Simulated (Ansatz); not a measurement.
# Relaxing generalised stacking fault on (111) (shuffle set) of a GaAs-GaSb solid solution (48 atoms), part 2 of 2

Wanted: the relaxed structure of generalised stacking fault on (111) (shuffle set) of a GaAs-GaSb solid solution (48 atoms) and its electronic structure.

Ansatz 0.2.0; Kohn-Sham DFT, PBE, PAW (set soft_2), plane waves.

The cell: 24 Ga, 10 Sb and 14 As. Atoms were free to move along the slip. The host structure and its lattice constant were typed by rule, without a check against the phase diagram. No spin–orbit coupling is included.

So far. Step 3 (Relaxation): The relaxation changed the energy by -43.2 meV/atom, and atoms moved by 0.15 Å r.m.s., 0.29 Å at most.

### 5. Single point at the relaxed geometry

The electronic structure is read at the final geometry, in a run of its own.

File input.yaml:

```yaml
crystal:
  lattice:
    - [8.2665, 0.0, 0.0]
    - [0.0, 7.159, 0.0]
    - [3.78879, 0.0, 20.24871]
  atoms:
    - { symbol: Ga, position: [0.31159, 0.50764, 0.94537] }
    - { symbol: Sb, position: [0.73245, 0.49798, 0.06694] }
    - { symbol: Ga, position: [0.70097, 0.84071, 0.11057] }
    - { symbol: As, position: [0.65128, 0.83248, 0.23093] }
    [... 38 atom lines left out ...]
    - { symbol: Ga, position: [0.73119, 0.34895, 0.60696] }
    - { symbol: As, position: [0.66398, 0.33938, 0.72841] }
    - { symbol: Ga, position: [0.64574, 0.66173, 0.77274] }
    - { symbol: As, position: [0.57089, 0.6673, 0.89654] }
    - { symbol: Ga, position: [0.88977, 0.157, 0.7639] }
    - { symbol: Sb, position: [0.81632, 0.16394, 0.89343] }
kpoints:
  mp_grid: { grid: [2, 2, 1] }
hamiltonian:
  xc: pbe
scf:
  occupations: { method: fermi_dirac, width: 0.025 }
output:
  forces: true
  stress: true
  populations: true
  dos:
    method: { smearing: { sigma: 0.1 } }
    de: 0.1
    projected: { site_lists: { As: [As], Ga: [Ga], Sb: [Sb] } }
  eigenvalues: true
  write_density: true
  write_potential: true
  volumetric_format: npy
  elf: true
```

On the command line:

```bash
$ ansatz run input.yaml --threads 4 --pin off --max-ram 8192MiB --backend cpu --events-out ev --progress --plain --runs-dir out
```

Numbers of over 12 decimals in the logs are rounded to 6 here.

Output:

```text
[...]
Crystal: 48 atoms, lattice volume = 1198.316 Å³
Basis set: ecut = 420 eV, 23405 PW (Γ), exchange–correlation on 120×96×288 points (8 copies of the dense FFT grid, shifted against one another)
Bands: 404, of which v1, the nominal top of the filled ones, is band 336 counted from 1 (335 counted from 0)
Symmetry: 1 space group operations
[...]
k-points: 4
[...]
SCF iter   1: F=—  HF=-223633.740307 eV  |F-HF|=—  |Δ(HF+E_count)|=         —  Δρ=1.79e-3  dr2=8.35e-2  ethr=1.77e-3  ⟨swp⟩=6.0  Hψ=5867  notcnv=0  defer=25
[...]
SCF iter   8: F=-223633.693959 eV  HF=-223633.693959 eV  |F-HF|=1.05e-9  |Δ(HF+E_count)|=   3.59e-8  Δρ=1.07e-6  dr2=1.73e-8  ethr=1.49e-11  ⟨swp⟩=14.0  Hψ=12453  notcnv=0
SCF 1 converged in 8 iterations: F = -223633.693959 eV  dr2 = 1.73e-8
[...]
SCF converged after 8 iterations
Free energy (F): -223633.693959 eV
[...]
Internal energy: -223633.676853 eV  (E = F + TS)
E sigma→0 (E₀):  -223633.685406 eV
Entropy (-TS):   -0.017107 eV (-0.356 meV/atom)
Fermi energy:    8.127285 eV
[...]
--- Forces (eV/Å), atoms counted from 1 ---
  atom   1  Ga     0.00504470     0.00259073     0.00050694
  atom   2  Sb    -0.00225284     0.00297292    -0.00092800
  atom   3  Ga     0.00256416    -0.00136132     0.00290743
  atom   4  As    -0.00016707     0.00165265    -0.00172688
  atom   5  Ga     0.00231898    -0.00161835    -0.00109009
  atom   6  As    -0.00347896    -0.00145066    -0.00028195
  atom   7  Ga     0.00165215    -0.00037146     0.00068210
  atom   8  As     0.00219070    -0.00023924     0.00210464
  atom   9  Ga     0.00177282    -0.00212701     0.00195701
  atom  10  As    -0.00213007    -0.00162187    -0.00356238
  atom  11  Ga     0.00263005     0.00187817     0.00331927
  atom  12  As     0.00125191    -0.00173864    -0.00349128
  atom  13  Ga     0.00002961    -0.00044501    -0.00119291
  atom  14  As    -0.00052705     0.00171952    -0.00160649
[...]
atom  47  Ga     0.00130694     0.00159808    -0.00010210
  atom  48  Sb    -0.00207693    -0.00048228    -0.00073218
  max |Σ_I F_I| component: 4.43e-5 eV/Å
--- Stress (GPa, compression-positive) ---
        3.587182      -0.070757       0.486969
       -0.070757       2.897322       0.043053
        0.486969       0.043053       2.932046
  P = ⅓ Tr σ = 3.1389 GPa (31.389 kbar)
--- Band table (eV) ---
[...]
--- Löwdin populations: 48 sites ---
  site symbol       q [e]
     0     Ga     13.1246
     1     Sb     14.6691
     2     Ga     13.1252
[...]
47     Sb     14.6535
  spilling = 0.001483 (of n_electrons = 672.000000)
```

The job ended after 1.7 min (4 threads of Arm Neoverse V2, shared host; peak memory 5.2 GiB; 6.7 min of CPU time).

The run gave:

```yaml
free_energy: -223633.6940 eV
free_energy_per_atom: -4659.0353 eV/atom
scf_cycles: 8
pressure: 3.139 GPa
r_m_s_force_component: 0.00215 eV/Å
longest_force: 0.00761 eV/Å
fermi_energy: 8.127 eV
levels_partly_filled_by_over_2_per_cent: 3
spilling_of_the_projection: 0.001483
```

Löwdin charges by element (they lack the spilled electrons, 0.021 e an atom on average):

```
element  coordination  atoms  mean charge (e)  spread    least    most
     As           all     14          -0.0034   0.006  -0.0147  0.0066
     Ga           all     24          -0.0965  0.0935   -0.325   0.056
     Sb           all     10            0.336  0.0067    0.327   0.346
```

Charge against the make-up of the first shell:

```
As neighbours of Ga  atoms  mean charge (e)
                  0      1           -0.325
                  1      4           -0.225
                  2      7           -0.125
                  3     10           -0.033
                  4      2            0.055
```

Density of states as counts of states in windows of 1 eV (from the Fermi level), total and the larger projections:

```
from (eV)  to (eV)  total  Ga p  As p  Sb p  Ga s  Sb s
      -10       -9   15.0   3.6   0.3   0.2   1.7   8.0
       -9       -7    0.0   0.0   0.0   0.0   0.0   0.0
       -7       -6   25.7   1.9   6.6   3.8  11.9   0.6
       -6       -5   11.9   1.2   3.0   1.8   4.2   0.8
       -5       -4    6.0   0.7   1.7   0.8   1.8   0.5
       -4       -3   27.7   9.6  10.3   5.1   1.6   0.4
       -3       -2   32.5  11.1  13.0   7.0   0.8   0.2
       -2       -1   30.0   9.2  10.3   9.4   0.5   0.1
       -1        0    9.7   2.4   3.0   3.8   0.2   0.0
        0        1    2.7   0.6   0.4   0.4   0.8   0.2
        1        2   23.8   7.3   3.7   2.7   5.3   1.1
        2        3   24.1   6.8   4.4   3.4   5.0   1.0
        3        4   25.9  13.3   3.2   2.7   1.9   1.0
        4        5   35.9  17.0   5.4   4.1   2.0   0.6
```

Between -26 and -10 eV lie 273 more states.

About 240 of the 672 electrons lie in deeper levels, below the stored range.

The levels nearest the highest filled one (over half full), pooled over k-points and spins:

```
level less the highest filled one (eV)  occupation
                                -0.317           2
                                -0.314           2
                                -0.267           2
                               -0.0831        1.99
                               -0.0202        1.83
                                     0        1.66
                                 0.065       0.527
                                 0.466           0
                                 0.611           0
                                 0.810           0
                                  1.04           0
                                  1.07           0
```

Valence density in the ca plane at fractional y = 0.001, with atoms of Ga and As and Sb within 0.2 Å of it. It is the smooth field of the valence electrons, not physical close to the nuclei.

Ten steps, logarithmic in the rise over the least value, from '0' (0 e/Å³) to '9' (35 e/Å³), each cell a mean:
```
00000000001100000000000000001110000000112221
00000000001221000000000000011111000000111100
00000000013563111111110000001111000001110000
00000000014896211234311000000111000001110000
00000000012685212367631000000000000001110000
00000000001232111368741000000000000000110000
11100000001111001246631000000000000000111100
11110000001100000123321000000000000000112210
11110000011000000011110000000000000000136631
00000000011000000000110000000000000000148952
00000000011100000000000000000000000000136752
00000000001100000000000000011110000000112321
00000000001110000000000000011111000000111110
00000000001332100011110000011111000000110000
00000000012685211123210000001111000000110000
00000000012797311367521000000000000000110000
01000000001475212479731000000000000000110000
11100000001122111368631000000000000000111000
11110000001110000134321000000000000000122210
11110000001000000011110000000000000000257621
00000000001000000000100000000000000000269941
00000000001000000000000000000000000000147731
```
Columns run along c (16.0 Å, from fractional 0.22 to 1.00 of the cell), rows up along a (8.3 Å). Atoms in or near the plane, at fractional coordinates: Ga at (0.94, 0.05), Ga at (0.94, 0.55), Ga at (0.44, 0.29), As at (0.56, 0.23), Ga at (0.43, 0.82), Sb at (0.56, 0.75).

Electrostatic potential energy in the ca plane at fractional y = 0.001, with atoms of Ga and As and Sb within 0.2 Å of it. With pseudopotentials it is smooth inside the atoms' cores, unlike the true potential.

Ten even steps from '0' (-15 eV) to '9' (12 eV), each cell a mean:
```
99999999988788999999888999988888999998741137
99999999975235899888888999987777899988877678
99999999861001588644678999988777899987788899
99999999850000276200148999998888899876678999
99999999962000264000015899999988999987678999
88899999985201475000004899999999999998788999
87889999988766787200004899999999999998877789
77788999888888998620026899999999999998742368
87788998777899999876578999999999999998500016
98889998766789999998888999999999999998400003
99999999877889999998878999988899999998610003
99999999988889999998777899887788999999852125
99999999987667899998877899876678999998887678
99999999974102689877888999887678899987788899
99999999961000377423478999988788999987778999
99999999961000166267448999999899999988788999
88899999984000265399826999999999999998888999
77788999987422577369726999999999999999877789
77778999988877898633337999999999999998622368
87788999888899999875578999999999999997300027
98889999888899999998889999999999999997200005
99999999988899999999988999999999999998400005
```
Columns run along c (16.0 Å, from fractional 0.22 to 1.00 of the cell; values clipped at the 3rd and 97th percentile), rows up along a (8.3 Å). Atoms in or near the plane, at fractional coordinates: Ga at (0.94, 0.05), Ga at (0.94, 0.55), Ga at (0.44, 0.29), As at (0.56, 0.23), Ga at (0.43, 0.82), Sb at (0.56, 0.75).

Mean Löwdin charges: As -0.00, Ga -0.10, Sb +0.34 e. Charges this small depend on the projection, at times even in sign. The charge on Ga changes by +0.095 e for each As neighbour that takes the place of another kind, on average.

Local excerpt of 17 atoms (numbers count through the whole input) about Ga9, whose charge lies farthest from its element's mean; x, y, z are measured from there.

```
atom      x      y      z  distance (Å)  bonds  Löwdin charge (e)
 Ga9   0.00   0.00   0.00          0.00      4              -0.32
Sb48  -2.13   1.17  -0.91          2.59      4               0.35
Sb38   0.00  -2.44  -0.87          2.59      4               0.35
Sb40   2.12   1.23  -0.85          2.60      4               0.35
Sb22  -0.05  -0.02   2.60          2.60      4               0.33
Ga21   4.13  -0.15   0.12          4.13      4              -0.12
Ga21  -4.14  -0.15   0.12          4.14      4              -0.12
 Ga1   2.16  -3.53   0.15          4.15      4              -0.12
 Ga5  -2.18  -3.56   0.01          4.18      4              -0.23
 Ga5  -2.18   3.60   0.01          4.20      4              -0.23
Ga47  -2.01   1.12  -3.53          4.21      4              -0.03
 Ga1   2.16   3.63   0.15          4.23      4              -0.12
Ga23   0.06   2.44   3.46          4.23      4              -0.12
 Ga7   2.10  -1.26   3.49          4.26      4              -0.03
Ga37  -0.02  -2.48  -3.49          4.28      4              -0.13
Ga39   2.14   1.33  -3.48          4.30      4              -0.12
 Ga3  -2.26  -1.15   3.49          4.31      4              -0.13
```

The column of bonds counts only the pairs Ga-As within 2.93 Å, Ga-Sb within 3.05 Å; other neighbours, such as metal atoms beside each other in a compound, aren't counted, and periodic images can show an atom twice.

### 6. What came out

```json
{"energy change in the relaxation": "-43.24 meV/atom", "r.m.s. displacement": "0.151 Å", "largest displacement": "0.294 Å", "free energy per atom": "-4659.0353 eV/atom", "density": "5.46 g/cm³", "pressure": "3.139 GPa", "r.m.s. force component": "0.00215 eV/Å", "wall time of the 3 DFT runs": "5.9 min"}
```

**Reading.** Relaxation lowers the energy by 43.2 meV/atom and moves atoms by 0.15 Å r.m.s.; the r.m.s. force component goes from 0.49 to 0.0022 eV/Å. By the final cutoffs no bond was broken or made. Layers on the two sides of the fault moved in opposite directions along the plane, so much of the imposed slip has spread into a shear of the crystal. From the first step to the last the energy fell by 2.075 eV, and the largest move was 0.29 Å (Ga23). The Ga-Sb bonds change most in mean length: from 2.534 Å (spread 0.015) to 2.615 Å (spread 0.014). With the cutoffs above, all As atoms have 4, all Ga atoms have 4 and all Sb atoms have 4 bonded neighbours. Counting bands leaves a spacing of only 0.065 eV (on the run's k-points), which the smearing bridges: 3 levels are partly filled by over 2 %, so a gap, if any, is small at this level.

What to keep in mind: Atoms were free to move along the slip, so the relaxation can undo part or all of it. The pressure of 3.1 GPa says that the cell would expand at this level of theory.

[Logs are printed without paths, hosts, clocks, repeated set-up lines and the standing remarks that a program may print on its own settings, such as how far it seeks lower states.]

[Hosts, paths, dates, database ids (printed as entryN), source tags and the programs' standing remarks are cut or masked in the printed files.]
